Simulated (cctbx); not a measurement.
# What is wrong with this refinement?

Cell a = 5.1520 Å, b = 5.1520 Å, c = 14.2200 Å, α = 90.00°, β = 90.00°, γ = 120.00°; space group P6_3/mmc (no. 194). The compound is Dy3Ni7C2.

Simulated single-crystal data (cctbx): Ga Kα, λ = 1.3414 Å, to d = 0.83 Å, 80 % of the full sphere, strongest reflection 5000 counts, noise from counting, a 3 % proportional error and a noise floor of 4 counts (s.d.); no absorption.

An anisotropic refinement with weights 1/σ² prints:

```text
Rint 0.043, 146 unique reflections to 0.83 A
cycle     R1     wR2    GooF  max shift (A)
   1  0.0159  0.0320   1.362   0.00036
   2  0.0125  0.0255   1.085   0.00000
final R1 0.0125 wR2 0.0255 GooF 1.085  parameters 17  data/parameter 8.6
atom        x        y        z      Ueq    occ   su(xyz)  su(Uiso or U11)
Dy1    0.33333  0.66667  0.75000   0.0058  1.000  0.00000  0.0002
Dy2    0.66667  0.33333  0.46887   0.0075  1.000  0.00003  0.0002
Ni1    0.33584  0.16792  0.85106   0.0101  1.000  0.00020  0.0004
Ni2    0.00000  0.00000  0.00000   0.0102  1.000  0.00000  0.0006
C1     0.00000  0.00000  0.25000   0.0061  1.000  0.00000  0.0044
C2     0.33333  0.66667  0.25000   0.0063  1.000  0.00000  0.0044
difference map: max 1.20 min -1.20 rms 0.27
Q1    0.0000  0.0000  0.0312    4    1.22  0.44 A from Ni2
Q2    0.0434  0.5217  0.7500    6    1.07  1.29 A from Dy1
Q3    0.2354  0.4707  0.7500    6    1.01  0.87 A from Dy1
Q4    0.0000  0.0000  0.2153    4    0.98  0.49 A from C1
Q5    0.0858  0.1716  0.5146   12    0.83  0.79 A from Ni2
Q6    0.3333  0.6667  0.7194    4    0.78  0.44 A from Dy1
```

**Question.** Can this result stand? If not, what is the likely fault?

Mend it. The fault: dispersion terms of the wrong wavelength (0.71073 Å). Against the right model at the same level, R1 goes from 0.0097 to 0.0125 and GooF from 0.87 to 1.08. f′ and f″ must be those of the data's wavelength; the error mimics a mistyped heavy atom. The signs are weak, and the output alone doesn't single this fault out.

The compound is Dy3Ni7C2. The right model at the same level gives:

```text
Rint 0.043, 146 unique reflections to 0.83 A
cycle     R1     wR2    GooF  max shift (A)
   1  0.0105  0.0219   0.932   0.00006
   2  0.0097  0.0205   0.871   0.00000
final R1 0.0097 wR2 0.0205 GooF 0.871  parameters 17  data/parameter 8.6
atom        x        y        z      Ueq    occ   su(xyz)  su(Uiso or U11)
Dy1    0.33333  0.66667  0.75000   0.0047  1.000  0.00000  0.0002
Dy2    0.66667  0.33333  0.46888   0.0064  1.000  0.00003  0.0002
Ni1    0.33587  0.16793  0.85108   0.0090  1.000  0.00016  0.0003
Ni2    0.00000  0.00000  0.00000   0.0093  1.000  0.00000  0.0005
C1     0.00000  0.00000  0.25000   0.0077  1.000  0.00000  0.0035
C2     0.33333  0.66667  0.25000   0.0077  1.000  0.00000  0.0035
difference map: max 0.77 min -0.78 rms 0.17
Q1    0.2393  0.4787  0.7500    6    0.77  0.84 A from Dy1
Q2    0.0961  0.1922  0.5099   12    0.75  0.87 A from Ni2
Q3    0.0650  0.1300  0.6257   12    0.68  1.35 A from Ni1
Q4    0.0616  0.5308  0.7500    6    0.67  1.21 A from Dy1
Q5    0.0000  0.0000  0.1963    4    0.60  0.76 A from C1
Q6    0.1819  0.5910  0.1966   12    0.52  1.02 A from C2
```

Isotropic U is held between 0.0001 and 1 Å² by the program, and listed peak heights are interpolated, so they can pass the grid's maximum.

The model was made for the exercise: a known structure type with other elements put in, its volume estimated, not relaxed; displacement parameters are assumed.

[Middle refinement cycles are left out of these outputs.]

[Logs are printed without paths, hosts, clocks, repeated set-up lines and the standing remarks that a program may print on its own settings, such as how far it seeks lower states.]
